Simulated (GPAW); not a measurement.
# Optical response of Tl

Aim: the dielectric function of Tl, and the optical constants that follow from it.

Method: DFT, PBE, plane-wave PAW (GPAW data sets), scalar-relativistic, RPA, optical limit, in GPAW 26.7.0.

## (1) The starting structure

It takes space group P6_3/mmc (No. 194, hexagonal). Conventional cell: a = 3.456 Å, b = 3.456 Å, c = 5.525 Å, α = 90.00°, β = 90.00°, γ = 120.00°. Nearest to Tl lie 12 Tl at 3.41 to 3.46 Å.

Structure file:

```cif
data_structure
_symmetry_space_group_name_H-M 'P6_3/mmc'
_symmetry_Int_Tables_number 194
_cell_length_a 3.4560
_cell_length_b 3.4560
_cell_length_c 5.5250
_cell_angle_alpha 90.000
_cell_angle_beta 90.000
_cell_angle_gamma 120.000
_cell_volume 57.15
loop_
_atom_site_label
_atom_site_type_symbol
_atom_site_symmetry_multiplicity
_atom_site_Wyckoff_symbol
_atom_site_fract_x
_atom_site_fract_y
_atom_site_fract_z
_atom_site_occupancy
Tl1 Tl 2 c 0.66667 0.33333 0.75000 1
```

## (2) Bands for the response

At the fixed density, many empty bands are solved on the mesh of the response, since the spectrum sums over them.

This step: DFT, PBE, plane-wave PAW (GPAW data sets), scalar-relativistic, bands at fixed density (GPAW 26.7.0).

Contents of nscf.py:

```python
from ase.dft.bandgap import bandgap
from gpaw import GPAW, FermiDirac

calc = GPAW('gs.gpw').fixed_density(kpts={'size': (15, 15, 8), 'gamma': True}, nbands=62, convergence={'bands': 56},
                                    occupations=FermiDirac(0.05), txt='nscf.txt')
print('gap (eV)', bandgap(calc, output=None)[0])
print('direct gap (eV)', bandgap(calc, direct=True, output=None)[0])
print('top band over the Fermi level (eV)', min(calc.get_eigenvalues(kpt=k)[55] for k in range(len(calc.get_ibz_k_points()))) - calc.get_fermi_level())
calc.write('full.gpw', mode='all')
```

Launch:

```
$ OMP_NUM_THREADS=1 python nscf.py
```

Numbers of over 12 decimals in the logs are rounded to 6 here.

The program printed:

```text
Diagonalizing LCAO Hamiltonian
Converting LCAO to pw mode
convergence criteria:
- Maximum integral of absolute [eigenst]ate change: 4e-08 eV^2 / valence electron
maximum number of iterations: 150

SCF iterations
|iter     |      energy | eigst |  dens |
|iter:   1||             | +3.76 |       |
|iter:   2||             | +2.50 |       |
|iter:   3||             | +1.38 |       |
|iter:   4||             | +0.18 |       |
|iter:   5||             | -0.67 |       |
|iter:   6||             | -1.55 |       |
|iter:   7||             | -2.23 |       |
|iter:   8||             | -3.04 |       |
|iter:   9||             | -3.68 |       |
|iter:  10||             | -4.43 |       |
|iter:  11||             | -5.04 |       |
|iter:  12||             | -5.73 |       |
|iter:  13||             | -6.26 |       |
|iter:  14||             | -6.80 |       |
|iter:  15||             | -7.21 |       |
|iter:  16||             | -7.57c|       |
SCF steps: 16
  __  _  _
 | _ |_)|_||  |
 |__||  | ||/\| - 26.7.0

Versions:
  Python: 3.12.14
  ASE:    3.29.0
  Numpy:  2.5.5
  Scipy:  1.18.1
  Libxc:  7.0.0

Input parameters:
  mode=PW(ecut=500.0),
  convergence={'bands': 56},
  gpts=array([18, 18, 30]),
  kpts=MonkhorstPack(size=(15, 15, 8), gamma=True),
  maxiter=150,
  nbands=62,
  occupations=Occupations(name='fermi-dirac', width=0.05, fixmagmom=False),
  parallel={},
  xc=XC(name='PBE')

--- standard output ---
gap (eV) 0.0
direct gap (eV) 0.0
top band over the Fermi level (eV) 38.999229
```

Elapsed: 8.3 min, on 1 thread of Arm Neoverse V1, shared host; peak memory 0.47 GiB.

## (3) Dielectric function, RPA

Local fields let the induced charge screen the field inside the cell, which as a rule lowers ε, most along directions where the density is uneven.

This step: DFT, PBE, plane-wave PAW (GPAW data sets), scalar-relativistic, RPA, optical limit (GPAW 26.7.0).

Contents of df.py:

```python
from gpaw.response.df import DielectricFunction

df = DielectricFunction('full.gpw', frequencies={'type': 'nonlinear', 'domega0': 0.03, 'omega2': 8},
                        ecut=50,
                        eta=0.15,
                        nbands=56,
                        rate=0.05,
                        txt='df.txt')
for direction in ['x', 'z']:
    df.get_dielectric_function(xc='RPA', direction=direction, filename=f'df_{direction}.csv')
```

Launch:

```
$ OMP_NUM_THREADS=1 python df.py
```

The program printed:

```text
Using integrator: PointIntegrator
NonLinearFrequencyDescriptor(from 0.000 to 57.539 eV, 483 points)
Nonperiodic BCs:  [False False False]
Using integrator: PointIntegrator
NonLinearFrequencyDescriptor(from 0.000 to 57.539 eV, 483 points)
Nonperiodic BCs:  [False False False]
Using integrator: PointIntegrator

Calculating chi0 body with:
    Ground state adapter containing:
    Number of spins: 1
    Number of kpoints: 1800
    Number of irreducible kpoints: 192
    Number of completely occupied states: 12
    Number of partially occupied states: 16

    Linear response parametrization:
    q_c: [0.0, 0.0, 0.0]
    Number of frequency points: 483
    Planewave cutoff: 50.0
    Number of bands: 56
    Number of planewaves: 37
    Broadening (eta): 0.15

Integrating chi0 body.

Symmetries of q_c:
    Direct symmetries (Uq -> q): 12
    Indirect symmetries (TUq -> q): 0
In total 12 allowed symmetries.

192 groups of equivalent kpoints. 89.333333% reduction.

Integral kind: spectral function

Calculating chi0 optical extensions with:
    Ground state adapter containing:
    Number of spins: 1
    Number of kpoints: 1800
    Number of irreducible kpoints: 192
    Number of completely occupied states: 12
    Number of partially occupied states: 16

    Linear response parametrization:
    Number of frequency points: 483
    Planewave cutoff: 50.0
    Number of bands: 56
    Number of planewaves: 37
    Broadening (eta): 0.15
Integrating chi0 head and wings.

Symmetries of q_c:
    Direct symmetries (Uq -> q): 12
    Indirect symmetries (TUq -> q): 0
In total 12 allowed symmetries.

192 groups of equivalent kpoints. 89.333333% reduction.

Integral kind: spectral function wings

Calculating drude chi0 with:
    Number of frequency points:483
    Plasma frequency decay rate: 0.05 eV

    Ground state adapter containing:
    Number of spins: 1
    Number of kpoints: 1800
    Number of irreducible kpoints: 192
    Number of completely occupied states: 12
    Number of partially occupied states: 16

Symmetries of q_c:
    Direct symmetries (Uq -> q): 12
    Indirect symmetries (TUq -> q): 0
In total 12 allowed symmetries.

192 groups of equivalent kpoints. 89.333333% reduction.

Integral kind: intraband
Plasma frequency:
[[ 7.73+0.j  0.  +0.j  0.  +0.j]
 [ 0.  +0.j  7.73+0.j  0.  +0.j]
 [ 0.  +0.j  0.  +0.j 10.14+0.j]]
```

It took 74 s on 1 thread; peak memory 0.24 GiB.

This step gave:

| Property | Result |
| --- | --- |
| centre of weight of the strongest loss peak in the window | 10.43 eV |

Some rows of df_x.csv (energy; Re and Im without local fields; Re and Im with them):

```text
0.000000, 23936.888196, 0.000000, 23935.600131, 0.000000
0.460735, -239.033729, 63.057501, -240.436971, 62.966223
0.943989, -30.847184, 30.593067, -32.802005, 29.807841
1.451455, -25.029467, 48.764258, -25.437841, 46.848691
1.984998, -19.033814, 24.228758, -19.158000, 23.338826
2.546682, -17.536157, 12.415742, -17.588776, 11.945781
3.138794, -10.886120, 6.041910, -11.125877, 5.651412
3.763875, -6.334857, 3.238243, -6.818641, 2.863403
4.424758, -4.582536, 4.350180, -4.729937, 3.578408
5.124608, -3.677673, 3.546007, -3.576806, 2.844380
5.866977, -3.215547, 1.806383, -3.176052, 1.517463
6.655862, -2.139925, 1.519705, -2.089297, 1.183707
7.495775, -1.636524, 1.071847, -1.548857, 0.865492
8.391833, -1.109589, 0.830887, -1.002056, 0.670673
9.349861, -0.554973, 0.463430, -0.540615, 0.353900
10.376517, -0.018358, 0.352836, -0.037260, 0.246075
11.479449, 0.604760, 0.764568, 0.552015, 0.498655
12.667487, 0.408068, 0.878906, 0.467239, 0.644103
13.950874, 0.504432, 0.690040, 0.553586, 0.511872
```

The Im ε has structure finer than the step of the table below, so its rows give means over 0.25 eV, whole bins alone (the curve runs from 0.305 to 14.0 eV). Peaks (eV: height): E ∥ x 1.382: 49.7; E ∥ z 1.417: 39.4.

Sum at mesh points, not converged in k. Im ε against photon energy; means over each step:

| photon energy (eV) | E ∥ x | E ∥ z |
| --- | --- | --- |
| 0.50 | 57.7 | 126 |
| 0.75 | 28.2 | 62.6 |
| 1.00 | 30.7 | 34.3 |
| 1.25 | 41.0 | 31.3 |
| 1.50 | 42.0 | 32.1 |
| 1.75 | 25.0 | 19.7 |
| 2.00 | 22.6 | 21.7 |
| 2.25 | 17.4 | 15.6 |
| 2.50 | 12.3 | 9.45 |
| 2.75 | 8.13 | 7.27 |
| 3.00 | 5.82 | 5.68 |
| 3.25 | 5.04 | 4.58 |
| 3.50 | 3.40 | 2.91 |
| 3.75 | 2.86 | 2.60 |
| 4.00 | 2.95 | 2.76 |
| 4.25 | 3.58 | 2.86 |
| 4.50 | 3.42 | 2.22 |
| 4.75 | 2.92 | 2.13 |
| 5.00 | 2.83 | 2.49 |
| 5.25 | 2.83 | 2.31 |
| 5.50 | 2.53 | 1.94 |
| 5.75 | 1.80 | 1.92 |
| 6.00 | 1.49 | 1.98 |
| 6.25 | 1.57 | 1.95 |
| 6.50 | 1.28 | 1.42 |
| 6.75 | 1.21 | 1.09 |
| 7.00 | 1.15 | 1.11 |
| 7.25 | 1.06 | 0.915 |
| 7.50 | 0.885 | 0.780 |
| 7.75 | 0.800 | 0.675 |
| 8.00 | 0.760 | 0.625 |
| 8.25 | 0.706 | 0.534 |
| 8.50 | 0.622 | 0.440 |
| 8.75 | 0.560 | 0.433 |
| 9.00 | 0.502 | 0.458 |
| 9.25 | 0.388 | 0.376 |
| 9.50 | 0.323 | 0.305 |
| 9.75 | 0.326 | 0.348 |
| 10.00 | 0.319 | 0.308 |
| 10.25 | 0.272 | 0.281 |
| 10.50 | 0.227 | 0.213 |
| 10.75 | 0.231 | 0.207 |
| 11.00 | 0.272 | 0.241 |
| 11.25 | 0.372 | 0.315 |
| 11.50 | 0.513 | 0.488 |
| 11.75 | 0.633 | 0.641 |
| 12.00 | 0.606 | 0.596 |
| 12.25 | 0.562 | 0.593 |
| 12.50 | 0.609 | 0.667 |
| 12.75 | 0.640 | 0.653 |
| 13.00 | 0.598 | 0.595 |
| 13.25 | 0.588 | 0.582 |
| 13.50 | 0.549 | 0.532 |
| 13.75 | 0.501 | 0.495 |

Values under 1 per cm are given as 1; sum at mesh points, not converged in k. Table of absorption coefficient by photon energy:

| photon energy (eV) | E ∥ x (1/cm) | E ∥ z (1/cm) |
| --- | --- | --- |
| 0.492 | 7.2e5 | 9.9e5 |
| 1.010 | 5.9e5 | 1.0e6 |
| 1.486 | 9.5e5 | 1.1e6 |
| 1.985 | 1.0e6 | 1.2e6 |
| 2.508 | 1.1e6 | 1.3e6 |
| 3.018 | 1.1e6 | 1.3e6 |
| 3.510 | 1.1e6 | 1.2e6 |
| 3.980 | 9.6e5 | 1.2e6 |
| 4.516 | 1.0e6 | 1.2e6 |
| 4.981 | 1.0e6 | 1.2e6 |
| 5.515 | 1.1e6 | 1.2e6 |
| 6.021 | 1.0e6 | 1.2e6 |
| 6.494 | 1.0e6 | 1.3e6 |
| 6.985 | 1.0e6 | 1.2e6 |
| 7.496 | 9.8e5 | 1.2e6 |
| 8.026 | 9.1e5 | 1.1e6 |
| 8.516 | 8.8e5 | 1.0e6 |
| 9.023 | 8.2e5 | 9.5e5 |
| 9.483 | 6.8e5 | 8.6e5 |
| 10.026 | 5.4e5 | 7.6e5 |
| 10.519 | 3.2e5 | 5.9e5 |
| 11.029 | 2.4e5 | 3.3e5 |
| 11.479 | 3.6e5 | 4.0e5 |
| 12.023 | 4.9e5 | 5.6e5 |
| 12.504 | 4.8e5 | 6.1e5 |
| 13.000 | 5.1e5 | 6.0e5 |
| 13.512 | 5.0e5 | 5.6e5 |

The Im ε, E ∥ x has structure finer than the step of the table below, so its rows give means over 0.5 eV, whole bins alone (the curve runs from 0.305 to 14.0 eV). Peaks (eV: height): without local fields 1.38: 51.7; with local fields 1.38: 49.7.

Sum at mesh points, not converged in k. The Im ε, E ∥ x by photon energy; means over each step:

| photon energy (eV) | without local fields | with local fields |
| --- | --- | --- |
| 1.0 | 32.5 | 31.6 |
| 1.5 | 40.9 | 39.3 |
| 2.0 | 22.4 | 21.6 |
| 2.5 | 12.8 | 12.4 |
| 3.0 | 6.36 | 6.01 |
| 3.5 | 3.88 | 3.58 |
| 4.0 | 3.61 | 3.03 |
| 4.5 | 4.14 | 3.39 |
| 5.0 | 3.53 | 2.84 |
| 5.5 | 2.88 | 2.46 |
| 6.0 | 1.91 | 1.56 |
| 6.5 | 1.64 | 1.32 |
| 7.0 | 1.45 | 1.15 |
| 7.5 | 1.12 | 0.908 |
| 8.0 | 0.967 | 0.755 |
| 8.5 | 0.780 | 0.624 |
| 9.0 | 0.616 | 0.493 |
| 9.5 | 0.458 | 0.333 |
| 10.0 | 0.450 | 0.314 |
| 10.5 | 0.355 | 0.235 |
| 11.0 | 0.458 | 0.281 |
| 11.5 | 0.766 | 0.512 |
| 12.0 | 0.817 | 0.603 |
| 12.5 | 0.834 | 0.607 |
| 13.0 | 0.793 | 0.605 |
| 13.5 | 0.722 | 0.549 |

Sum at mesh points, not converged in k. Table of loss function −Im 1/ε at q → 0 by energy loss; read off at these points:

| energy loss (eV) | E ∥ x | E ∥ z |
| --- | --- | --- |
| 0.500 | 0.00120 | 7.2e-4 |
| 0.750 | 0.00516 | 0.00195 |
| 1.000 | 0.0184 | 0.00334 |
| 1.250 | 0.0232 | 0.00854 |
| 1.500 | 0.0163 | 0.00877 |
| 1.750 | 0.0192 | 0.0121 |
| 2.000 | 0.0254 | 0.0165 |
| 2.250 | 0.0231 | 0.0127 |
| 2.500 | 0.0262 | 0.0138 |
| 2.750 | 0.0235 | 0.0158 |
| 3.000 | 0.0307 | 0.0178 |
| 3.250 | 0.0354 | 0.0205 |
| 3.500 | 0.0365 | 0.0178 |
| 3.750 | 0.0515 | 0.0262 |
| 4.000 | 0.0829 | 0.0389 |
| 4.250 | 0.110 | 0.0452 |
| 4.500 | 0.102 | 0.0437 |
| 4.750 | 0.110 | 0.0678 |
| 5.000 | 0.131 | 0.0786 |
| 5.250 | 0.138 | 0.0882 |
| 5.500 | 0.127 | 0.0850 |
| 5.750 | 0.116 | 0.109 |
| 6.000 | 0.151 | 0.126 |
| 6.250 | 0.178 | 0.121 |
| 6.500 | 0.177 | 0.0978 |
| 6.750 | 0.227 | 0.109 |
| 7.000 | 0.238 | 0.134 |
| 7.250 | 0.267 | 0.128 |
| 7.500 | 0.276 | 0.140 |
| 7.750 | 0.324 | 0.152 |
| 8.000 | 0.395 | 0.181 |
| 8.250 | 0.435 | 0.186 |
| 8.500 | 0.477 | 0.207 |
| 8.750 | 0.589 | 0.285 |
| 9.000 | 0.638 | 0.365 |
| 9.250 | 0.750 | 0.354 |
| 9.500 | 1.11 | 0.455 |
| 9.750 | 1.79 | 0.764 |
| 10.000 | 2.27 | 0.795 |
| 10.250 | 3.25 | 1.15 |
| 10.448 | 4.33 | 1.43 |
| 10.500 | 4.32 | 1.68 |
| 10.750 | 2.53 | 3.92 |
| 10.881 | 1.81 | 4.49 |
| 11.000 | 1.37 | 3.92 |
| 11.250 | 1.04 | 2.15 |
| 11.500 | 0.904 | 1.34 |
| 11.750 | 1.01 | 1.32 |
| 12.000 | 1.16 | 1.54 |
| 12.250 | 1.09 | 1.40 |
| 12.500 | 0.993 | 1.27 |
| 12.750 | 1.04 | 1.39 |
| 13.000 | 1.12 | 1.50 |
| 13.250 | 1.07 | 1.44 |
| 13.500 | 1.13 | 1.56 |
| 13.750 | 1.03 | 1.36 |

Sum at mesh points, not converged in k. The reflectivity at normal incidence by photon energy; read off at these points:

| photon energy (eV) | E ∥ x (%) | E ∥ z (%) |
| --- | --- | --- |
| 0.50 | 96.6 | 97.2 |
| 1.00 | 77.6 | 93.5 |
| 1.50 | 77.1 | 86.9 |
| 2.00 | 74.0 | 81.4 |
| 2.50 | 78.3 | 87.1 |
| 2.82 | 82.5 | 86.6 |
| 3.00 | 80.4 | 86.6 |
| 3.50 | 81.2 | 88.9 |
| 4.00 | 69.6 | 81.5 |
| 4.50 | 63.8 | 81.3 |
| 5.00 | 60.6 | 72.0 |
| 5.50 | 62.5 | 73.1 |
| 5.87 | 68.9 | 68.0 |
| 6.00 | 65.6 | 65.6 |
| 6.50 | 64.3 | 73.4 |
| 7.00 | 59.8 | 70.4 |
| 7.50 | 61.0 | 73.4 |
| 8.00 | 55.9 | 71.9 |
| 8.50 | 55.9 | 74.0 |
| 9.00 | 54.2 | 65.2 |
| 9.50 | 54.2 | 68.6 |
| 10.00 | 39.3 | 60.7 |
| 10.50 | 25.6 | 57.2 |
| 11.00 | 6.73 | 22.9 |
| 11.50 | 4.11 | 7.39 |
| 12.00 | 7.12 | 12.0 |
| 12.50 | 5.52 | 9.93 |
| 13.00 | 6.43 | 11.3 |
| 13.50 | 6.09 | 10.4 |

From ε follow the optical constants at some laser and lamp lines:

| wavelength (nm) | n x | k x | R (%) x | 1/α x | n z | k z | R (%) z | 1/α z |
| --- | --- | --- | --- | --- | --- | --- | --- | --- |
| 1550 | 1.83 | 7.656 | 89.0 | 16 nm | 2.19 | 12.528 | 94.8 | 9.8 nm |
| 1064 | 3.48 | 5.091 | 69.8 | 17 nm | 1.68 | 8.156 | 90.9 | 10 nm |
| 405 | 0.80 | 3.512 | 79.5 | 9.2 nm | 0.65 | 4.066 | 86.4 | 7.9 nm |
| 365 | 0.61 | 3.210 | 81.1 | 9.0 nm | 0.47 | 3.708 | 88.1 | 7.8 nm |
| 308 | 0.65 | 2.343 | 68.5 | 10 nm | 0.50 | 2.840 | 80.7 | 8.6 nm |
| 248 | 0.69 | 2.042 | 60.6 | 9.7 nm | 0.54 | 2.312 | 72.0 | 8.5 nm |
| 193 | 0.42 | 1.627 | 64.2 | 9.4 nm | 0.41 | 1.943 | 71.4 | 7.9 nm |

In reflection the computed colour is near white: x = 0.307, y = 0.326, luminous reflectivity 81 %.

## (4) Results

```
centre of weight of the strongest loss peak in the window, first axis : 10.4 eV
```

What this shows: At this level (PBE, RPA) Tl is a metal. The mesh is too coarse to trust the carriers' weight, the reflectivity or the colour to better than tens of per cent. In reflection the computed colour is near white: x = 0.307, y = 0.326, luminous reflectivity 81 %. The carriers' damping of 0.05 eV is typed, not computed; it shapes the response at the lowest energies. Spin-orbit coupling is left out although heavy atoms are present. GPAW's carrier term has the form −ωp²/(ω + i·rate)², which damps like twice the rate and fails at low energy, so the curves leave the lowest energies out. The sum runs over mesh points 0.14 Å⁻¹ apart with no interpolation, so peaks are partly noise of the mesh, and the Drude plasma energy, a sum over the Fermi surface, isn't converged.

[Machine, clock and banner lines and Python warnings are left out of the logs.]

[Logs are printed without paths, hosts, clocks, repeated set-up lines and the standing remarks that a program may print on its own settings, such as how far it seeks lower states.]

[Hosts, paths, dates, database ids (printed as entryN), source tags and the programs' standing remarks are cut or masked in the printed files.]
